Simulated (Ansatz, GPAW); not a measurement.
# Geometry or basis: what sets the conductance of benzene-1,4-dithiol between two Pd chains, part 2 of 4

Aim: the conductance of benzene-1,4-dithiol between two Pd chains after relaxation, and whether geometry, basis or functional moves it most.

GPAW 26.7.0 and Ansatz 0.2.0; Ansatz plane waves; relaxation of the junction with the lead ends held; PAW set soft_1 (the session's first sound run).

So far. Step 2 (Relaxing the atoms): The relaxation lowered the energy of the cell by 1.47 eV.

### 3. Plane waves, PBE

A plane-wave run comes first: its basis does not favour the atoms, so it serves as the reference for the orbital bases.

This step: Ansatz plane waves; Landauer transmission by layers, zero bias; PAW set soft_1 (Ansatz 0.2.0).

input.yaml

```yaml
crystal:
  lattice:
    - [11.4421473904, 0.0, 0.0]
    - [0.0, 9.0, 0.0]
    - [0.0, 0.0, 46.3729252589]
  atoms:
    - { symbol: Pd, position: [0.5, 0.5, 0.0269553838] }
    - { symbol: Pd, position: [0.5, 0.5, 0.0808661515] }
    - { symbol: Pd, position: [0.5, 0.5, 0.1347769192] }
    - { symbol: Pd, position: [0.5, 0.5, 0.1886876869] }
    - { symbol: Pd, position: [0.5, 0.5, 0.2425984545] }
    - { symbol: Pd, position: [0.5, 0.5, 0.2965092222] }
    - { symbol: Pd, position: [0.4426227498, 0.5238147309, 0.3485900915] }
    - { symbol: Pd, position: [0.5344224843, 0.502413109, 0.399722798] }
    - { symbol: S, position: [0.408836922, 0.5100082295, 0.4358068306] }
    - { symbol: H, position: [0.6506755897, 0.5117540953, 0.4612589242] }
    - { symbol: C, position: [0.4645946562, 0.5111180945, 0.4705131839] }
    - { symbol: C, position: [0.5848436209, 0.5114289471, 0.4782691076] }
    - { symbol: H, position: [0.2884306682, 0.511956142, 0.4880151853] }
    - { symbol: C, position: [0.3811462155, 0.5115953077, 0.4934640737] }
    - { symbol: C, position: [0.6187594556, 0.5114441792, 0.506819373] }
    - { symbol: H, position: [0.7114776203, 0.5115858663, 0.5122666718] }
    - { symbol: C, position: [0.4150638492, 0.5113229238, 0.52201341] }
    - { symbol: C, position: [0.5353145676, 0.5109300691, 0.5297676047] }
    - { symbol: H, position: [0.3492425011, 0.5115752893, 0.5390272017] }
    - { symbol: S, position: [0.5910952166, 0.508990074, 0.5644720211] }
    - { symbol: Pd, position: [0.465489299, 0.499026571, 0.60051972] }
    - { symbol: Pd, position: [0.5564811944, 0.5304587675, 0.6515005031] }
    - { symbol: Pd, position: [0.5, 0.5, 0.7034907778] }
    - { symbol: Pd, position: [0.5, 0.5, 0.7574015455] }
    - { symbol: Pd, position: [0.5, 0.5, 0.8113123131] }
    - { symbol: Pd, position: [0.5, 0.5, 0.8652230808] }
    - { symbol: Pd, position: [0.5, 0.5, 0.9191338485] }
    - { symbol: Pd, position: [0.5, 0.5, 0.9730446162] }
kpoints:
  mp_grid: { grid: [1, 1, 2] }
hamiltonian:
  xc: pbe
  pseudopotentials: { kind: paw, azcp: { folder: soft_1 } }
scf:
  occupations: { method: fermi_dirac, width: 0.1 }
output:
  transmission:
    leads: [[0, 1]]
    e_range: [-2, 2]
    de: 0.025
    kmesh: [1, 1]
    reduced_basis: true
  write_potential: true
  write_density: true
  volumetric_format: npy
```

Command:

```console
$ ansatz run input.yaml --threads 4 --pin off --max-ram 8192MiB --backend cpu --events-out ev --progress --plain --runs-dir out
```

Numbers of over 12 decimals in the logs are rounded to 6 here.

The program printed:

```text
[...]
Crystal: 28 atoms, lattice volume = 4775.453 Å³
Basis set: ecut = 420 eV, 93255 PW (Γ)
Bands: 197, of which v1, the nominal top of the filled ones, is band 164 counted from 1 (163 counted from 0)
Symmetry: 1 space group operations
[...]
k-points: 2
[...]
SCF iter   1: F=—  HF=-114935.119543 eV  |F-HF|=—  |Δ(HF+E_count)|=         —  Δρ=5.18e-2  dr2=4.01e2  ethr=3.10e-3  ⟨swp⟩=12.5  Hψ=2139  notcnv=0
[...]
SCF iter  18: F=-114900.874230 eV  HF=-114900.874230 eV  |F-HF|=1.36e-8  |Δ(HF+E_count)|=   1.34e-8  Δρ=6.25e-7  dr2=3.30e-8  ethr=3.05e-11  ⟨swp⟩=17.0  Hψ=1504  notcnv=0
[...]
SCF 1 converged in 18 iterations: F = -114900.874230 eV  dr2 = 3.30e-8
[...]
transmission: 8 of 74 steps passed
transmission: 15 of 74 steps passed
[...]
transmission: 74 of 74 steps passed
WARN: The output density's exchange-correlation potential varies sharply where the density is thin. Do not read a vacuum level from v_tot or v_xc, or from such a field of the output density. On a cell that repeats whose density bears no net charge and no dipole along the vacuum's axis use v_es (v_loc + v_h of the components); under efield.dipole_correction with no amplitude use v_es + v_field, which holds any externa [...]
SCF converged after 18 iterations
Free energy (F): -114900.874230 eV
[...]
Internal energy: -114899.214070 eV  (E = F + TS)
E sigma→0 (E₀):  -114900.044150 eV
Entropy (-TS):   -1.660160 eV (-59.291 meV/atom)
Fermi energy:    -3.719905 eV
[...]
--- Band table (eV) ---
  k-point 0: bands = [... 160 lower, -3.8492, -3.8304, -3.7526, -3.7119, -3.7100, -3.6796, -3.6301, -3.6088, ... 29 higher]
  k-point 1: bands = [... 160 lower, -3.8482, -3.8304, -3.7555, -3.7181, -3.7101, -3.6779, -3.6171, -3.6080, ... 29 higher]
--- Transmission ---
  basis      : 905 plane waves across, 74 finite elements along
  points     : 1, standing for a mesh of 1 x 1
  filling    : by the input's occupations and mesh, since the crystals that have channels conduct as metals do. If one of these is a semiconductor, that mesh has misplaced its level
  energies   : 161 from -2.000000 to 2.000000 eV about the Fermi level, 0.025000 eV apart; the leads are filled to 0.000000 eV, and channels, transmission and decay are at 0.000000 eV
  crystal 0  : Pd1, at the sites [0, 1], period 2.5000 Å, over 30.00 Å; its Hamiltonian steps by up to 1.4 meV
    offset         : up to 0.0000 Å between an atom of the period and one for which it stands
    filled         : 10.9 meV under the level at which it is neutral
    channels       : 4.000000e0 a spin
    conductance    : 3.0010e14 S/m² at 300 K; may be off by some 0.0 % by where its bands' edges are placed, 0.1 % from the distance to neutral
  junction   : crystal 0 to crystal 0, 0.70 to 44.57 Å
    transmission   : 7.384966e-2 a spin
    conductance    : 5.6703e12 S/m² at 300 K (5.6662e12 on every other energy)
    error estimate : 0.1 % from the energy spacing and 0.0 % from band edges of the leads and from resonances (wavevectors taken as independent; lower de), 1.0 % from the steps of its leads' Hamiltonians or their offsets (lay more layers), 3.3 % from the distance to neutral
    resistance     : 1.7302e-1 Ω µm² beyond half of each lead's own
```

Run time: 2.1 h. Hardware: 4 threads of Arm Neoverse V2, shared host; peak memory 6.9 GiB.

This step gave:

```yaml
free_energy: -114900.8742 eV
lead_level: 0 eV from the Fermi level
transmission_at_the_fermi_level_one_spin: 0.07385
open_channels_of_the_lead_at_the_fermi_level_one_spin: 4
step_of_the_potential_along_the_lead: 1.4 meV
offset_of_the_lead: 0 Å
filling_of_the_lead_less_its_bulk_value_in_size: 10.9 meV
conductance: 0.07536 G₀
```

One spin. The transmission, zone mean by energy, zero at the Fermi level:

energy (eV), log10 transmission, zone mean and a bar from the least value:
```
   -2.000       -1.5 #####################
   -1.875        0.0 ##############################
   -1.800       -0.6 ##########################
   -1.600       -0.9 ########################
   -1.400       -1.4 #####################
   -1.200       -2.0 #################
   -1.000       -1.7 ####################
   -0.825        0.0 ##############################
   -0.800        0.0 #############################
   -0.600       -0.7 ##########################
   -0.450        0.0 ##############################
   -0.400       -0.4 ###########################
   -0.200       -1.2 ######################
    0.000       -1.1 #######################
    0.200       -2.1 #################
    0.400       -2.5 ###############
    0.600       -2.7 #############
    0.800       -2.9 ############
    1.000       -3.2 ###########
    1.200       -3.5 #########
    1.400       -3.9 ######
    1.600       -4.7 #
    1.800       -4.9 
    2.000       -3.8 #######
```

One spin. The open channels, zone mean by energy, zero at the Fermi level:

| energy (eV) | open channels, zone mean |
| --- | --- |
| -2.000 | 3 |
| -1.800 | 3 |
| -1.600 | 3 |
| -1.400 | 3 |
| -1.200 | 3 |
| -1.000 | 5 |
| -0.800 | 5 |
| -0.600 | 5 |
| -0.400 | 4 |
| -0.200 | 4 |
| 0.000 | 4 |
| 0.200 | 1 |
| 0.400 | 1 |
| 0.600 | 1 |
| 0.800 | 1 |
| 1.000 | 1 |
| 1.200 | 1 |
| 1.400 | 1 |
| 1.600 | 1 |
| 1.800 | 1 |
| 2.000 | 1 |

Crystal 0, spin -, k parallel (0, 0); distinct values, listed up to 1.5 1/Å. Im kz of the slowest decaying states against energy, zero at the Fermi level:

| energy (eV) | decay 1 (Å⁻¹) | decay 2 (Å⁻¹) | decay 3 (Å⁻¹) | decay 4 (Å⁻¹) |
| --- | --- | --- | --- | --- |
| -2.0000 | 0.728 | 0.818 | 0.819 | 1.32 |
| -1.7500 | 0.666 | 0.702 | 0.703 | 1.30 |
| -1.5000 | 0.541 | 0.542 | 0.596 | 1.27 |
| -1.2500 | 0.241 | 0.242 | 0.515 | 1.25 |
| -1.0000 | 0.418 | 1.22 | 1.26 | 1.26 |
| -0.7500 | 0.291 | 1.19 | 1.23 | 1.24 |
| -0.5000 | 0.267 | 0.267 | 1.17 | 1.21 |
| -0.2500 | 0.520 | 0.520 | 1.14 | 1.18 |
| 0.0000 | 0.656 | 1.11 | 1.15 | 1.16 |
| 0.2500 | 0.118 | 0.118 | 0.143 | 0.752 |
| 0.5000 | 0.205 | 0.205 | 0.266 | 0.825 |
| 0.7500 | 0.255 | 0.255 | 0.348 | 0.884 |
| 1.0000 | 0.288 | 0.289 | 0.411 | 0.933 |
| 1.2500 | 0.310 | 0.311 | 0.464 | 0.973 |
| 1.5000 | 0.323 | 0.324 | 0.509 | 0.945 |
| 1.7500 | 0.328 | 0.330 | 0.548 | 0.916 |
| 2.0000 | 0.324 | 0.327 | 0.582 | 0.888 |

Crystal 0, spin -, k parallel (0, 0). Table of Re kz of states that move upwards by energy, zero at the Fermi level:

| energy (eV) | channel 1 (Å⁻¹) | channel 2 (Å⁻¹) | channel 3 (Å⁻¹) | channel 4 (Å⁻¹) | channel 5 (Å⁻¹) |
| --- | --- | --- | --- | --- | --- |
| -2.0000 | -0.781 | -0.781 | 0.603 | - | - |
| -1.7500 | -0.694 | -0.694 | 0.646 | - | - |
| -1.5000 | -0.616 | -0.615 | 0.689 | - | - |
| -1.2500 | -0.542 | -0.542 | 0.735 | - | - |
| -1.0000 | -0.470 | -0.470 | 0.487 | 0.487 | 0.783 |
| -0.7500 | -0.399 | -0.398 | 0.819 | 0.819 | 0.837 |
| -0.5000 | -0.325 | -0.325 | 0.0754 | 0.899 | - |
| -0.2500 | -0.244 | -0.243 | 0.307 | 0.975 | - |
| 0.0000 | -0.141 | -0.140 | 0.425 | 1.08 | - |
| 0.2500 | 0.513 | - | - | - | - |
| 0.5000 | 0.584 | - | - | - | - |
| 0.7500 | 0.644 | - | - | - | - |
| 1.0000 | 0.695 | - | - | - | - |
| 1.2500 | 0.740 | - | - | - | - |
| 1.5000 | 0.781 | - | - | - | - |
| 1.7500 | 0.818 | - | - | - | - |
| 2.0000 | 0.853 | - | - | - | - |

The electrostatic potential energy of an electron (with the applied field's), less the Fermi level, planar mean oscillates, so the rows of the table below give means over windows of 2.46 Å about each position, cut where the curve ends. Its first 14 maxima inside the range that stand out by 2 % of the span (Å: eV): 2.5: 5.09, 5.1: 5.09, 7.5: 5.09, 10.0: 5.07, 12.5: 5.06, 14.9: 4.95, 17.4: 4.77, 19.4: 4.37, 21.0: 4.33, 23.0: 3.42, 25.4: 4.33, 27.0: 4.37, 29.0: 4.76, 31.4: 4.95. Its first 14 minima: 1.3: 3.78, 3.8: 3.77, 6.2: 3.77, 8.7: 3.77, 11.3: 3.75, 13.8: 3.71, 16.2: 3.62, 18.5: 3.53, 20.3: 3.85, 22.0: 3.21, 24.3: 3.21, 26.1: 3.85, 27.8: 3.52, 30.1: 3.62.

Table of electrostatic potential energy of an electron (with the applied field's), less the Fermi level, planar mean by z; means over each step:

z (Å), electrostatic potential energy of an electron (with the applied field's), less the Fermi level, planar mean (eV) and a bar from the least value:
```
     1.23       4.47 ##############################
     3.69       4.47 ##############################
     6.15       4.47 ##############################
     8.61       4.46 ##############################
    11.07       4.44 #############################
    13.53       4.41 ############################
    15.99       4.30 #########################
    18.45       4.13 #####################
    20.91       3.87 ##############
    23.37       3.33 
    25.83       4.01 ##################
    28.29       4.17 ######################
    30.75       4.31 ##########################
    33.21       4.43 #############################
    35.67       4.45 #############################
    38.13       4.47 ##############################
    40.59       4.47 ##############################
    43.05       4.48 ##############################
    45.51       4.33 ##########################
```

The valence density, planar mean oscillates, so the rows of the table below give means over windows of 2.46 Å about each position, cut where the curve ends. Its first 14 maxima inside the range that stand out by 2 % of the span (Å: e/Å³): 1.3: 0.169, 3.8: 0.170, 6.2: 0.170, 8.7: 0.169, 11.3: 0.169, 13.8: 0.170, 16.2: 0.168, 18.5: 0.172, 20.0: 0.0390, 22.6: 0.0755, 23.8: 0.0754, 26.4: 0.0389, 27.8: 0.172, 30.1: 0.168. Its first 14 minima: 2.5: 0.0117, 5.1: 0.0119, 7.5: 0.0117, 10.0: 0.0116, 12.5: 0.0118, 14.9: 0.0129, 17.4: 0.0126, 19.6: 0.0347, 20.9: 0.0327, 23.2: 0.0665, 25.5: 0.0326, 27.0: 0.0348, 29.0: 0.0127, 31.4: 0.0129.

Valence density, planar mean against z; means over each step:

| z (Å) | valence density, planar mean (e/Å³) |
| --- | --- |
| 1.23 | 0.0709 |
| 3.69 | 0.0709 |
| 6.15 | 0.0709 |
| 8.61 | 0.0708 |
| 11.07 | 0.0708 |
| 13.53 | 0.0710 |
| 15.99 | 0.0715 |
| 18.45 | 0.0755 |
| 20.91 | 0.0444 |
| 23.37 | 0.0714 |
| 25.83 | 0.0396 |
| 28.29 | 0.0737 |
| 30.75 | 0.0721 |
| 33.21 | 0.0705 |
| 35.67 | 0.0704 |
| 38.13 | 0.0705 |
| 40.59 | 0.0706 |
| 43.05 | 0.0706 |
| 45.51 | 0.0856 |

T at the Fermi level is 0.0738 of 4 open channels a spin.

(Continued in part 3 of 4.)

[Logs are printed without paths, hosts, clocks, repeated set-up lines and the standing remarks that a program may print on its own settings, such as how far it seeks lower states.]

[Hosts, paths, dates, database ids (printed as entryN), source tags and the programs' standing remarks are cut or masked in the printed files.]
